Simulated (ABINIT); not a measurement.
# Rb2LiAlF6 (Fm-3m): RPA correlation energy against the basis

How does the RPA correlation energy of Rb2LiAlF6 (Fm-3m) approach its basis limit?

Calculated with ABINIT 10.8.3; PBEsol and many-body steps on it, plane waves.

### Step 1. The starting structure

The structure is cubic, space group Fm-3m (No. 225). Conventional cell: a = 8.228 Å, b = 8.228 Å, c = 8.228 Å, α = 90.00°, β = 90.00°, γ = 90.00°. Nearest to Rb lie 12 F at 2.92 Å. Li has 6 F at 2.26 Å nearest. Nearest to Al lie 6 F at 1.86 Å. F has 1 Al at 1.86 Å and 1 Li at 2.26 Å and 4 Rb at 2.92 Å nearest. Farther neighbours and most contacts between anions are not listed.

Coordinates:

```cif
data_structure
_symmetry_space_group_name_H-M 'P 1'
_symmetry_Int_Tables_number 1
_cell_length_a 5.8180
_cell_length_b 5.8180
_cell_length_c 5.8180
_cell_angle_alpha 60.000
_cell_angle_beta 60.000
_cell_angle_gamma 60.000
_cell_volume 139.25
loop_
_atom_site_label
_atom_site_type_symbol
_atom_site_fract_x
_atom_site_fract_y
_atom_site_fract_z
_atom_site_occupancy
Rb1 Rb 0.75000 0.75000 0.75000 1
Rb2 Rb 0.25000 0.25000 0.25000 1
Li3 Li 0.50000 0.50000 0.50000 1
Al4 Al 0.00000 0.00000 0.00000 1
F5 F 0.77418 0.22583 0.22583 1
F6 F 0.22583 0.22583 0.77418 1
F7 F 0.22583 0.77418 0.77418 1
F8 F 0.22583 0.77418 0.22583 1
F9 F 0.77418 0.22583 0.77418 1
F10 F 0.77418 0.77418 0.22583 1
```

The cell and positions are those that the Materials Project relaxed with its own functionals (PBE, PBE+U or r2SCAN), kept fixed.

### Step 2. Empty states on the mesh, 2×2×2 mesh, 492 bands

This step: ABINIT 10.8.3; DFT, PBEsol, plane waves, norm-conserving pseudopotentials.

The sums over transitions need many empty states on a uniform mesh; this step solves for them.

Contents of run.abi:

```
acell 3*1.0 Angstrom
rprim 
  0.000000000000 4.113943000000 4.113943000000
  4.113943000000 0.000000000000 4.113943000000
  4.113943000000 4.113943000000 -0.000000000000
ntypat 4
znucl 37 3 13 9
natom 10
typat 1 1 2 3 4 4 4 4 4 4
xred 
  0.750000000000 0.750000000000 0.750000000000
  0.250000000000 0.250000000000 0.250000000000
  0.500000000000 0.500000000000 0.500000000000
  0.000000000000 0.000000000000 0.000000000000
  0.774175000000 0.225825000000 0.225825000000
  0.225825000000 0.225825000000 0.774175000000
  0.225825000000 0.774175000000 0.774175000000
  0.225825000000 0.774175000000 0.225825000000
  0.774175000000 0.225825000000 0.774175000000
  0.774175000000 0.774175000000 0.225825000000
pp_dirpath "pseudos"
pseudos "Rb.upf, Li.upf, Al.upf, F.upf"
ecut 36
ngkpt 2 2 2
nshiftk 1
shiftk 0 0 0
kptopt 1
chksymbreak 0
iscf -2
irdden 1
istwfk *1
nband 492
nbdbuf 44
tolwfr 1e-09
nstep 60
prtvol 0
indata_prefix "in"
outdata_prefix "out"
tmpdata_prefix "tmp"
```

Run with:

```sh
> OMP_NUM_THREADS=1 mpirun -n 4 abinit run.abi > log
```

Numbers of over 12 decimals in the logs are rounded to 6 here.

The program printed:

```text
.Version 10.8.3 of ABINIT. v10.8.2 released Aug 2026.

 Symmetries : space group Fm -3 m (#225); Bravais cF (face-center cubic)
[... echo of the input left out ...]
== DATASET  1 ==================================================================
-   mpi_nproc: 4, omp_nthreads: 1 (-1 if OMP is not activated)
-    --> not optimal distribution: autoparal keyword recommended in input file <--

--- !DatasetInfo
iteration_state: {dtset: 1, }
dimensions: {natom: 10, nkpt: 3, mband: 492, nsppol: 1, nspinor: 1, nspden: 1, mpw: 9756, }
cutoff_energies: {ecut:  36.0, pawecutdg:  -1.0, }
electrons: {nelect:   6.60000000E+01, charge:   0.00000000E+00, occopt:   1.00000000E+00, tsmear:   1.00000000E-02, }

 Real(R)+Recip(G) space primitive vectors, cartesian coordinates (Bohr,Bohr^-1):
 R(1)=  0.0000000  7.7742256  7.7742256  G(1)= -0.0643151  0.0643151  0.0643151
 R(2)=  7.7742256  0.0000000  7.7742256  G(2)=  0.0643151 -0.0643151  0.0643151
 R(3)=  7.7742256  7.7742256  0.0000000  G(3)=  0.0643151  0.0643151 -0.0643151
 Unit cell volume ucvol=  9.3972636E+02 bohr^3
 Angles (23,13,12)=  6.00000000E+01  6.00000000E+01  6.00000000E+01 degrees

 getcut: wavevector=  0.0000  0.0000  0.0000  ngfft=  60  60  60
         ecut(hartree)=     36.000   => boxcut(ratio)=   2.02052

--- Pseudopotential description ------------------------------------------------
- Rb Generated using ONCVPSP code by D. R. Hamann
- 37.00000   9.00000  180301                  znucl, zion, pspdat
12 -116133 2 -1 2280                          pspcod,pspxc,lmax,lloc,mmax
     nproj     2     2     2
  pspatm : epsatm=   34.48401057
         --- l  ekb(1:nproj) -->
             0    8.196957   -0.477221
             1    3.231347   -0.378736
             2   -1.047201    0.996637
 pspatm: atomic psp has been read  and splines computed

- Li Generated using ONCVPSP code by D. R. Hamann
-  3.00000   3.00000  180301                  znucl, zion, pspdat
12 -116133 1 -1 1944                          pspcod,pspxc,lmax,lloc,mmax
     nproj     2     2     0
  pspatm : epsatm=    2.60875052
         --- l  ekb(1:nproj) -->
[...]
pspatm: atomic psp has been read  and splines computed

- Al Generated using ONCVPSP code by D. R. Hamann
- 13.00000   3.00000  180301                  znucl, zion, pspdat
12 -116133 2 -1 1876                          pspcod,pspxc,lmax,lloc,mmax
     nproj     2     2     2
  pspatm : epsatm=    0.68509285
         --- l  ekb(1:nproj) -->
[...]
pspatm: atomic psp has been read  and splines computed

- F Generated using ONCVPSP code by D. R. Hamann
-  9.00000   7.00000  180301                  znucl, zion, pspdat
12 -116133 2 -1 832                           pspcod,pspxc,lmax,lloc,mmax
     nproj     2     2     1
  pspatm : epsatm=    4.89824381
         --- l  ekb(1:nproj) -->
[...]
2   -2.394754
[...]
4.81E-04  6.52E-04  6.48E-04  1.85E-04
 -1.5701E+00 -8.4891E-01 -8.4225E-01 -7.7361E-01 -7.5596E-01 -7.5596E-01
 -7.5596E-01 -7.4626E-01 -7.4626E-01 -2.7875E-01 -2.7875E-01 -2.7875E-01
 -2.6518E-01 -2.6518E-01 -2.6518E-01 -1.9495E-01 -1.3157E-01 -1.3157E-01
[...]
4.4413E+00  4.4490E+00  4.4490E+00  4.4492E+00  4.4670E+00  4.4678E+00
  4.4691E+00  4.4732E+00  4.4743E+00  4.4762E+00  4.4891E+00  4.5036E+00
 prteigrs : prtvol=0 or 1, do not print more k-points.

--- !ResultsGS
iteration_state: {dtset: 1, }
comment   : Summary of ground state results
lattice_vectors:
- [  0.0000000,   7.7742256,   7.7742256, ]
- [  7.7742256,   0.0000000,   7.7742256, ]
- [  7.7742256,   7.7742256,  -0.0000000, ]
lattice_lengths: [  10.99442,   10.99442,   10.99442, ]
lattice_angles: [ 60.000,  60.000,  60.000, ] # degrees, (23, 13, 12)
lattice_volume:   9.3972636E+02
convergence: {deltae:  0.000E+00, res2:  0.000E+00, residm:  9.952E-10, diffor:  0.000E+00, }
etotal    :  -2.11574078E+02
entropy   :   0.00000000E+00
fermie    :  -3.60484813E-02
cartesian_stress_tensor: null
pressure_GPa: null
xred      :
- [  7.5000E-01,   7.5000E-01,   7.5000E-01, Rb]
- [  2.5000E-01,   2.5000E-01,   2.5000E-01, Rb]
- [  5.0000E-01,   5.0000E-01,   5.0000E-01, Li]
- [  0.0000E+00,   0.0000E+00,   0.0000E+00, Al]
- [  7.7417E-01,   2.2582E-01,   2.2582E-01,  F]
- [  2.2582E-01,   2.2582E-01,   7.7417E-01,  F]
- [  2.2582E-01,   7.7417E-01,   7.7417E-01,  F]
- [  2.2582E-01,   7.7417E-01,   2.2582E-01,  F]
- [  7.7417E-01,   2.2582E-01,   7.7417E-01,  F]
- [  7.7417E-01,   7.7417E-01,   2.2582E-01,  F]
cartesian_forces: null
force_length_stats: {min: null, max: null, mean: null, }

 Integrated electronic density in atomic spheres:
 ------------------------------------------------
 Atom  Sphere_radius  Integrated_density
[...]
================================================================================

 ----iterations are completed or convergence reached----

 Mean square residual over all n,k,spin=   32.153E-11; max=  99.524E-11
 reduced coordinates (array xred) for   10 atoms
[...]
0.774175000000      0.225825000000      0.774175000000
       0.774175000000      0.774175000000      0.225825000000

 cartesian coordinates (angstrom) at end:
    1      6.170915     6.170915     6.170915
    2      2.056971     2.056971     2.056971
[...]
10      4.113943     4.113943     6.369824
 length scales=  1.889726125908  1.889726125908  1.889726125908 bohr
              =  1.000000000000  1.000000000000  1.000000000000 angstroms
 prteigrs : about to open file out_EIG
 Eigenvalues (hartree) for nkpt=   3  k points:
 kpt#   1, nband=492, wtk=  0.12500, kpt=  0.0000  0.0000  0.0000 (reduced coord)
[...]
4.37765    4.39640    4.39640    4.39640    4.39755    4.39755    4.44111    4.44115
   4.44129    4.44902    4.44904    4.44925    4.46701    4.46780    4.46913    4.47317
   4.47426    4.47621    4.48907    4.50359
 prteigrs : prtvol=0 or 1, do not print more k-points.

== END DATASET(S) ==============================================================
================================================================================

 -outvars: echo values of variables after computation  --------
            nband         492
             nkpt           3
          spgroup         225
 [... the other variables as echoed above ...]

 Calculation completed.
```

Elapsed: 5.9 min, on 4 MPI ranks of Arm Neoverse V2, shared host; peak memory 0.64 GiB.

This step gave:

| Quantity | Value |
| --- | --- |
| gap | 7.106 eV |
| k of the valence top | 0, 0, 0 |
| k of the conduction bottom | 0, 0, 0 |
| least direct gap | 7.106 eV |
| k points computed | 3 |
| lowest point of the top converged band, above the valence top | 115.5926 eV |

On this mesh the gap is 7.106 eV.

The density comes from a self-consistent run that is not shown.

### Step 3. RPA energy: 2×2×2 mesh, 101 bands, screening to 43.5 eV

The RPA dielectric matrix is built and inverted for each q.

This step: RPA screening on PBEsol, plane waves, norm-conserving pseudopotentials.

Edit run.abi of step 2 so:

```diff
@@ -28,10 +28,15 @@
 chksymbreak 0
-iscf -2
-irdden 1
 istwfk *1
-nband 492
-nbdbuf 44
-tolwfr 1e-09
-nstep 60
-prtvol 0
+occopt 1
+irdwfk 1
+optdriver 3
+nband 101
+ecuteps 1.6
+inclvkb 2
+awtr 1
+symchi 1
+gwcalctyp 1
+nfreqre 0
+nfreqim 8
+gwrpacorr 1
 indata_prefix "in"
```

The program printed:

```text
.Version 10.8.3 of ABINIT. v10.8.2 released Aug 2026.

 Symmetries : space group Fm -3 m (#225); Bravais cF (face-center cubic)
[... echo of the input left out ...]
== DATASET  1 ==================================================================
-   mpi_nproc: 4, omp_nthreads: 1 (-1 if OMP is not activated)

--- !DatasetInfo
iteration_state: {dtset: 1, }
dimensions: {natom: 10, nkpt: 3, mband: 101, nsppol: 1, nspinor: 1, nspden: 1, mpw: 9756, }
cutoff_energies: {ecut:  36.0, pawecutdg:  -1.0, }
electrons: {nelect:   6.60000000E+01, charge:   0.00000000E+00, occopt:   1.00000000E+00, tsmear:   1.00000000E-02, }

 SCREENING: Calculation of the susceptibility and dielectric matrices

 Based on a program developped by R.W. Godby, V. Olevano, G. Onida, and L. Reining.
 Incorporated in ABINIT by V. Olevano, G.-M. Rignanese, and M. Torrent.
.Using double precision arithmetic ; gwpc =  8

[... cell and pseudopotentials left out ...]
--------------------------------------------------------------------------------

 ==== K-mesh for the wavefunctions ====
 Number of points in the irreducible wedge :     3
[... list of points left out ...]
 Together with 48 symmetry operations and time-reversal symmetry
 yields     8 points in the full Brillouin Zone.

 ==== Q-mesh for the screening function ====
 Number of points in the irreducible wedge :     3
[... list of points left out ...]
 Together with 48 symmetry operations and time-reversal symmetry
 yields     8 points in the full Brillouin Zone.

 setmesh: FFT mesh size selected  =    36x   36x   36
          total number of points  =        46656

 vcoul_init : cutoff-mode = AUXILIARY_FUNCTION
 q-points for optical limit:   1
     1)      0.000010    0.000020    0.000030

- screening: taking advantage of time-reversal symmetry
- Maximum band index for partially occupied states nbvw = 33
- Remaining bands to be divided among processors   nbcw = 68
- Number of bands treated by each node ~17

 Number of electrons calculated from density =   66.0000; Expected =   66.0000
 average of density, n =  0.070233
 r_s =    1.5036
 omega_plasma =   25.5639 [eV]

 calculating chi0 at frequencies [eV] :
  1    0.000000E+00    0.000000E+00
  2    0.000000E+00    1.343289E+03
  3    0.000000E+00    2.404413E+02
[...]
8    0.000000E+00    3.079585E+00
  9    0.000000E+00    5.512287E-01

--------------------------------------------------------------------------------
  q-point number  1        q = ( 0.000000, 0.000000, 0.000000) [r.l.u.]
--------------------------------------------------------------------------------
[... chi0 elements left out ...]
  [... further frequencies ...]

 For q-point:  0.000010 0.000020 0.000030
  dielectric constant =   2.0796
  dielectric constant without local fields =   2.2351

  Average fulfillment of the sum rule on Im[epsilon] for q-point    1 :     38.21  [%]
[... wings left out ...]
  q-point number  2        q = ( 0.500000, 0.000000, 0.000000) [r.l.u.]
--------------------------------------------------------------------------------
[... chi0 elements left out ...]
  [... further frequencies ...]

  Average fulfillment of the sum rule on Im[epsilon] for q-point    2 :     44.04  [%]

 [... 1 further q-points ...]
```

Run time: 22 s. Hardware: 4 MPI ranks; peak memory 1.3 GiB; 86 s of CPU time.

Numbers from this step:

| Item | Value |
| --- | --- |
| ε∞ with local fields, on this mesh, along the program's q direction | 2.080 |
| the same without local fields | 2.235 |
| plasma frequency | 25.56 eV |
| plane waves in the screening matrix | 89 |
| RPA correlation energy | -15.52 eV |

Local fields lower ε∞ by 7 %. On a Γ-centred mesh this coarse the value itself is usually too large, while a short band sum pulls it down.

### Step 4. RPA energy: 2×2×2 mesh, 179 bands, screening to 70.7 eV

Edit run.abi of step 3 so:

```diff
@@ -32,4 +32,4 @@
 optdriver 3
-nband 101
-ecuteps 1.6
+nband 179
+ecuteps 2.6
 inclvkb 2
```

The program printed:

```text
.Version 10.8.3 of ABINIT. v10.8.2 released Aug 2026.

 Symmetries : space group Fm -3 m (#225); Bravais cF (face-center cubic)
[... echo of the input left out ...]
== DATASET  1 ==================================================================
-   mpi_nproc: 4, omp_nthreads: 1 (-1 if OMP is not activated)

--- !DatasetInfo
iteration_state: {dtset: 1, }
dimensions: {natom: 10, nkpt: 3, mband: 179, nsppol: 1, nspinor: 1, nspden: 1, mpw: 9756, }
cutoff_energies: {ecut:  36.0, pawecutdg:  -1.0, }
electrons: {nelect:   6.60000000E+01, charge:   0.00000000E+00, occopt:   1.00000000E+00, tsmear:   1.00000000E-02, }

 SCREENING: Calculation of the susceptibility and dielectric matrices

 Based on a program developped by R.W. Godby, V. Olevano, G. Onida, and L. Reining.
 Incorporated in ABINIT by V. Olevano, G.-M. Rignanese, and M. Torrent.
.Using double precision arithmetic ; gwpc =  8

[... cell and pseudopotentials left out ...]
--------------------------------------------------------------------------------

 ==== K-mesh for the wavefunctions ====
 Number of points in the irreducible wedge :     3
[...]
- Number of bands treated by each node ~36

 Number of electrons calculated from density =   66.0000; Expected =   66.0000
 average of density, n =  0.070233
 r_s =    1.5036
 omega_plasma =   25.5639 [eV]

 calculating chi0 at frequencies [eV] :
  1    0.000000E+00    0.000000E+00
  2    0.000000E+00    1.343289E+03
  3    0.000000E+00    2.404413E+02
[...]
8    0.000000E+00    3.079585E+00
  9    0.000000E+00    5.512287E-01

--------------------------------------------------------------------------------
  q-point number  1        q = ( 0.000000, 0.000000, 0.000000) [r.l.u.]
--------------------------------------------------------------------------------
[... chi0 elements left out ...]
  [... further frequencies ...]

 For q-point:  0.000010 0.000020 0.000030
  dielectric constant =   2.0996
  dielectric constant without local fields =   2.2803

  Average fulfillment of the sum rule on Im[epsilon] for q-point    1 :     56.95  [%]
[... wings left out ...]
  q-point number  2        q = ( 0.500000, 0.000000, 0.000000) [r.l.u.]
--------------------------------------------------------------------------------
[... chi0 elements left out ...]
  [... further frequencies ...]

  Average fulfillment of the sum rule on Im[epsilon] for q-point    2 :     61.43  [%]

 [... 1 further q-points ...]
```

It took 47 s on 4 MPI ranks; peak memory 1.8 GiB; 3.1 min of CPU time.

This step gave:

* ε∞ with local fields, on this mesh, along the program's q direction: 2.100
* the same without local fields: 2.280
* plasma frequency: 25.56 eV
* plane waves in the screening matrix: 169
* RPA correlation energy: -29.30 eV

(Continued in part 2 of 2.)

[Paths, hosts, dates, memory and timing lines, banners, echoed tables and standing remarks are left out of the program output.]

[Logs are printed without paths, hosts, clocks, repeated set-up lines and the standing remarks that a program may print on its own settings, such as how far it seeks lower states.]

[Runs of the session that timed out or met a known fault of the program may be left out.]

[Hosts, paths, dates, database ids (printed as entryN), source tags and the programs' standing remarks are cut or masked in the printed files.]

[G0W0 gaps are taken among the corrected bands and points alone; a level outside them can change the order at an edge.]

[Where Ansatz stands beside ABINIT at settings called matched, ABINIT's density can come from a denser mesh and the files from another edition; pairs whose starting gaps differed by over 0.03 eV were left out, so agreement reads better than it is.]
